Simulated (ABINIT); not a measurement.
# Cl (Cmce): G0W0 in ABINIT against the screening cutoff in the self-energy, part 2 of 2

How does the gap of Cl (Cmce) converge in the screening cutoff in the self-energy?

ABINIT 10.8.3; PBE and many-body steps on it, plane waves. Known limits of the many-body steps: not at the basis limit; coarse k mesh.

So far. Step 2 (Screening, 4×4×2 mesh, 360 bands, screening to 217.7 eV): Local fields lower ε∞ by 19 %. On a Γ-centred mesh this coarse the value itself is usually too large, while a short band sum pulls it down. Step 5 (2.8 Ha): The gap on the mesh goes from 2.47 eV to 5.50 eV, a correction of +3.03 eV.

## (6) 4 Ha

Level of this step: G0W0 on PBE, plane waves, norm-conserving pseudopotentials (ABINIT).

Contents of run.abi:

```
acell 3*1.0 Angstrom
rprim 
  3.145000000000 -2.250000000000 0.000000000000
  3.145000000000 2.250000000000 0.000000000000
  0.000000000000 0.000000000000 8.210000000000
ntypat 1
znucl 17
natom 4
typat 1 1 1 1
xred 
  0.870000000000 0.130000000000 0.100000000000
  0.630000000000 0.370000000000 0.600000000000
  0.130000000000 0.870000000000 0.900000000000
  0.370000000000 0.630000000000 0.400000000000
pp_dirpath "pseudos"
pseudos "Cl.upf"
ecut 25
ngkpt 4 4 2
nshiftk 1
shiftk 0 0 0
kptopt 1
chksymbreak 0
istwfk *1
occopt 1
irdwfk 1
optdriver 4
nband 360
gwcalctyp 0
ecutsigx 25
symsigma 1
nkptgw 2
kptgw 
  0.5000000000 0.5000000000 0.0000000000
  0.0000000000 0.0000000000 0.0000000000
bdgw 
  13 16
  13 16
ecuteps 4
irdscr 1
ppmodel 1
indata_prefix "in"
outdata_prefix "out"
tmpdata_prefix "tmp"
```

Run with:

```console
$ OMP_NUM_THREADS=1 mpirun -n 4 abinit run.abi > log
```

Output:

```text
.Version 10.8.3 of ABINIT. v10.8.2 released Aug 2026.

 Symmetries : space group Cm c a (# 64); Bravais oC (1-face-center ortho.)
[... echo of the input left out ...]
== DATASET  1 ==================================================================
-   mpi_nproc: 4, omp_nthreads: 1 (-1 if OMP is not activated)

--- !DatasetInfo
iteration_state: {dtset: 1, }
dimensions: {natom: 4, nkpt: 14, mband: 360, nsppol: 1, nspinor: 1, nspden: 1, mpw: 4726, }
cutoff_energies: {ecut:  25.0, pawecutdg:  -1.0, }
[...]
Band     E0 <VxcDFT>   SigX SigC(E0)      Z dSigC/dE  Sig(E)    E-E0       E
[...]
15   1.645 -13.980  -8.981  -3.208   0.796  -0.256 -12.554   1.426   3.071
       16   2.208 -14.626  -9.222  -3.405   0.788  -0.269 -13.050   1.576   3.783

== END DATASET(S) ==============================================================
================================================================================

 -outvars: echo values of variables after computation  --------
           etotal      0.0000000000E+00
            nband         360
             nkpt          14
          spgroup          64
 [... the other variables as echoed above ...]

 Calculation completed.
```

It took 38 s on 4 MPI ranks of Arm Neoverse V2, shared host; peak memory 3.2 GiB; 2.5 min of CPU time.

This step gave:

- G0W0 gap on the points computed: 5.576 eV
- starting gap on the mesh: 2.469 eV
- k of the valence top: 0.5, 0.5, 0
- k of the conduction bottom: 0, 0, 0
- least direct G0W0 gap on the computed points: 5.628 eV

Against the run before, the gap moves by +0.077 eV.

## (7) 6 Ha

Changes to run.abi since step 6:

```diff
@@ -37,3 +37,3 @@
   13 16
-ecuteps 4
+ecuteps 6
 irdscr 1
```

Output:

```text
.Version 10.8.3 of ABINIT. v10.8.2 released Aug 2026.

 Symmetries : space group Cm c a (# 64); Bravais oC (1-face-center ortho.)
[... echo of the input left out ...]
== DATASET  1 ==================================================================
-   mpi_nproc: 4, omp_nthreads: 1 (-1 if OMP is not activated)

--- !DatasetInfo
iteration_state: {dtset: 1, }
dimensions: {natom: 4, nkpt: 14, mband: 360, nsppol: 1, nspinor: 1, nspden: 1, mpw: 4726, }
cutoff_energies: {ecut:  25.0, pawecutdg:  -1.0, }
[...]
Band     E0 <VxcDFT>   SigX SigC(E0)      Z dSigC/dE  Sig(E)    E-E0       E
[...]
15   1.645 -13.980  -8.981  -3.270   0.792  -0.263 -12.611   1.369   3.014
       16   2.208 -14.626  -9.222  -3.468   0.783  -0.276 -13.109   1.517   3.725

== END DATASET(S) ==============================================================
================================================================================

 -outvars: echo values of variables after computation  --------
           etotal      0.0000000000E+00
            nband         360
             nkpt          14
          spgroup          64
 [... the other variables as echoed above ...]

 Calculation completed.
```

Elapsed: 1.9 min, on 4 MPI ranks; peak memory 5.4 GiB; 7.6 min of CPU time.

Numbers from this step:

```yaml
g0w0_gap_on_the_points_computed: 5.624 eV
starting_gap_on_the_mesh: 2.469 eV
k_of_the_valence_top: 0.5, 0.5, 0
k_of_the_conduction_bottom: 0, 0, 0
least_direct_g0w0_gap_on_the_computed_points: 5.675 eV
```

Against the run before, the gap moves by +0.048 eV.

## (8) 8 Ha

Changes to run.abi since step 7:

```diff
@@ -37,3 +37,3 @@
   13 16
-ecuteps 6
+ecuteps 8
 irdscr 1
```

Output:

```text
.Version 10.8.3 of ABINIT. v10.8.2 released Aug 2026.

 Symmetries : space group Cm c a (# 64); Bravais oC (1-face-center ortho.)
[... echo of the input left out ...]
== DATASET  1 ==================================================================
-   mpi_nproc: 4, omp_nthreads: 1 (-1 if OMP is not activated)

--- !DatasetInfo
iteration_state: {dtset: 1, }
dimensions: {natom: 4, nkpt: 14, mband: 360, nsppol: 1, nspinor: 1, nspden: 1, mpw: 4726, }
cutoff_energies: {ecut:  25.0, pawecutdg:  -1.0, }
[...]
Band     E0 <VxcDFT>   SigX SigC(E0)      Z dSigC/dE  Sig(E)    E-E0       E
[...]
15   1.645 -13.980  -8.981  -3.307   0.790  -0.265 -12.643   1.337   2.983
       16   2.208 -14.626  -9.222  -3.505   0.782  -0.278 -13.141   1.485   3.693

== END DATASET(S) ==============================================================
================================================================================

 -outvars: echo values of variables after computation  --------
           etotal      0.0000000000E+00
            nband         360
             nkpt          14
          spgroup          64
 [... the other variables as echoed above ...]

 Calculation completed.
```

Wall time 4.7 min (4 MPI ranks); peak memory 7.4 GiB.

This step gave:

```
G0W0 gap on the points computed              : 5.626 eV
starting gap on the mesh                     : 2.469 eV
k of the valence top                         : 0.5, 0.5, 0
k of the conduction bottom                   : 0, 0, 0
least direct G0W0 gap on the computed points : 5.676 eV
```

Against the run before, the gap moves by +0.002 eV.

## (9) The runs together

Times are wall times on 4 MPI ranks of Arm Neoverse V2, shared host, good to a factor of about two. A run's time includes the screening step that it read.

```
   run   mesh  bands  screening cutoff (eV)  DFT gap (eV)  gap on the mesh (eV)  direct (eV)  ε∞ used    time
0.8 Ha  4×4×2    360                   21.8         2.469                 5.737        5.800     2.81  12 min
1.6 Ha  4×4×2    360                   43.5         2.469                 5.596        5.632     2.81  12 min
2.8 Ha  4×4×2    360                   76.2         2.469                 5.499        5.550     2.81  12 min
  4 Ha  4×4×2    360                  108.8         2.469                 5.576        5.628     2.81  13 min
  6 Ha  4×4×2    360                  163.3         2.469                 5.624        5.675     2.81  14 min
  8 Ha  4×4×2    360                  217.7         2.469                 5.626        5.676     2.81  17 min
```

## (10) Outcome

```
0.8 Ha       : 5.737 eV
1.6 Ha       : 5.596 eV
2.8 Ha       : 5.499 eV
4 Ha         : 5.576 eV
6 Ha         : 5.624 eV
8 Ha         : 5.626 eV
known limits : not at the basis limit; coarse k mesh
```

In words: The setting moved: screening cutoff in the self-energy. From 0.8 Ha to 8 Ha the gap moves by −0.11 eV, not steadily: it passes through 5.50 eV. It holds to 0.03 eV from 6 Ha on. Bands and screening cutoff are coupled, so a series along one setting does not show full convergence. Bands and cutoff are finite, so the gap is not at the basis limit. The miss can reach some tenths of an eV and take either sign; the mesh is an error of its own. In the G0W0 runs levels were corrected at 2 k points alone, so a gap called «on the mesh» is the least over those, and an edge elsewhere would be missed. The 4×4×2 mesh is coarse for this cell, which bears on the long-range parts of exchange and screening.

[Paths, hosts, dates, memory and timing lines, banners, echoed tables and standing remarks are left out of the program output.]

[Logs are printed without paths, hosts, clocks, repeated set-up lines and the standing remarks that a program may print on its own settings, such as how far it seeks lower states.]

[Runs of the session that timed out or met a known fault of the program may be left out.]

[Hosts, paths, dates, database ids (printed as entryN), source tags and the programs' standing remarks are cut or masked in the printed files.]

[G0W0 gaps are taken among the corrected bands and points alone; a level outside them can change the order at an edge.]

[Where Ansatz stands beside ABINIT at settings called matched, ABINIT's density can come from a denser mesh and the files from another edition; pairs whose starting gaps differed by over 0.03 eV were left out, so agreement reads better than it is.]
